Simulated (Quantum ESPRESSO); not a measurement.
Entries from a set of simulations; values are calculated unless marked as measured.

```xyz
12
Lattice="-3.556 3.556 3.126 3.556 -3.556 3.126 3.556 3.556 -3.126" Properties=species:S:1:pos:R:3 pbc="T T T" subject="YCrO4: parallel and opposed starts" method="LDA; plane waves with GBRV 1.5 LDA potentials, no spin-orbit coupling, projections on orthogonalised atomic orbitals (and 2 further levels or steps)" program="Quantum ESPRESSO 7.5" settings_of_one_run="GBRV 1.5 LDA, cutoff 544.23 eV, 4×4×4 k-mesh, 71 bands, fermi-dirac occupations, smearing width 0.05 eV, collinear spin, SCF threshold 2.40e-8, starting moments 0 0 3 3 0 0 0 0 0 0 0 0 μB" cost="4 runs, 3.1 min in all on 4 MPI ranks of Arm Neoverse V2, shared host (the runs of this entry)" notes="Only these 2 starts were compared; other wavevectors, canted and longer-period orders were not. No Hubbard term acts here. In such compounds local and semilocal functionals without one often delocalise the d electrons, and can shrink or lose moments and miss the size, sign and order of the couplings. The smearing term is large for its width, so states at the Fermi level are partly filled: at this level the cell is a metal or has a gap of a few widths at most." lowest_state_found="ferromagnetic (from ferro ++)" largest_site_moment="0.665 μB" next_state_with_moments="antiferromagnetic, 13.7 meV a seeded atom higher"
Y     0.000    0.000    0.000
Y     0.000    3.556    1.563
Cr    0.000    0.000    3.126
Cr    3.556    0.000    1.563
O     0.000    1.294    2.075
O     2.262    0.000    0.513
O     3.556    2.262   -1.050
O     4.850    0.000    0.513
O     3.556   -1.294    2.613
O     2.262    3.556    1.050
O     3.556    1.294    2.613
O     1.294    0.000    4.176
```

[Logs and program files are shortened in this print: banners, set-up blocks, solver, clock and traceback lines can be left out without a mark of their own.]

[Logs are printed without paths, hosts, clocks, repeated set-up lines and the standing remarks that a program may print on its own settings, such as how far it seeks lower states.]

[Hosts, paths, dates, database ids (printed as entryN), source tags and the programs' standing remarks are cut or masked in the printed files.]

[Where a cell is said to come from a database of computed structures, the database is the Materials Project.]
